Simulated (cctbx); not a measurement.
# La6Ga3Fe11: as given, inverted or twinned?

Space group I4cm (no. 108), a = 8.2490 Å, b = 8.2490 Å, c = 23.0090 Å, α = 90.00°, β = 90.00°, γ = 90.00°.

```
atom  mult.       x       y       z  Ueq (Å²)
 La1      4     1/2     1/2  0.3939    0.0079
 La2      4       0       0  0.1035    0.0058
 La3      8  0.3347  0.1653  0.1858    0.0095
 La4      8  0.1722  0.3278  0.3124    0.0063
 Ga1      8  0.3794  0.1206  0.4089    0.0135
 Ga2      4     1/2     1/2  0.2519    0.0095
 Fe1      8  0.1147  0.3853  0.0917    0.0118
 Fe2      4     1/2       0  0.0014    0.0039
 Fe3     16  0.9292  0.7952  0.0005    0.0074
 Fe4      8  0.3197  0.1803  0.0585    0.0072
 Fe5      8  0.1764  0.3236  0.4459    0.0075
```

This is a model crystal, built by substitution and not relaxed, with assumed displacement parameters.

Data sets are simulated with cctbx and refined with Bijvoet mates kept apart; Flack x is then fitted as the share of an inverted twin with the atoms fixed, Hooft y from the Bijvoet differences. The group is acentric but holds improper operations, so there is an absolute structure (orientation) and no hand.

Untwinned crystal. What Flack and Hooft values should come out?

| λ (Å) | extinction (unmodelled) | d min (Å) | top counts | error (%) | model | R1 | Flack x | s.u. | Hooft y | s.u. | pairs |
| --- | --- | --- | --- | --- | --- | --- | --- | --- | --- | --- | --- |
| 0.71073 | 0 | 0.77 | 40000 | 1.5 | as given | 0.0069 | -0.01 | 0.03 | -0.018 | 0.024 | 485 |
| 0.71073 | 0 | 0.77 | 40000 | 1.5 | inverted | 0.0119 | 1.00 | 0.03 | 1.020 | 0.024 | 485 |
| 1.54184 | 0 | 0.83 | 5000 | 1.5 | as given | 0.0206 | -0.004 | 0.016 | -0.006 | 0.012 | 383 |

With Mo Kα, x is within 3 s.u. of 0, so the absolute structure is right. With Cu Kα, x is within 3 s.u. of 0, so the absolute structure is right. Inverting the model turns x into about 1 − x.

A further crystal gives:

```
  λ (Å)  extinction (unmodelled)  d min (Å)  top counts  error (%)     model      R1  Flack x  s.u.  Hooft y   s.u.  pairs
0.71073                      0.1        0.8       20000          3  as given  0.0120     0.21  0.05    0.169  0.041    430
```

**Question.** What is it?

It was simulated as an inversion twin with a fraction 0.15 of the inverted domain. Flack x is over 3 s.u. from both 0 and 1 and reads that fraction, roughly.

[Logs are printed without paths, hosts, clocks, repeated set-up lines and the standing remarks that a program may print on its own settings, such as how far it seeks lower states.]
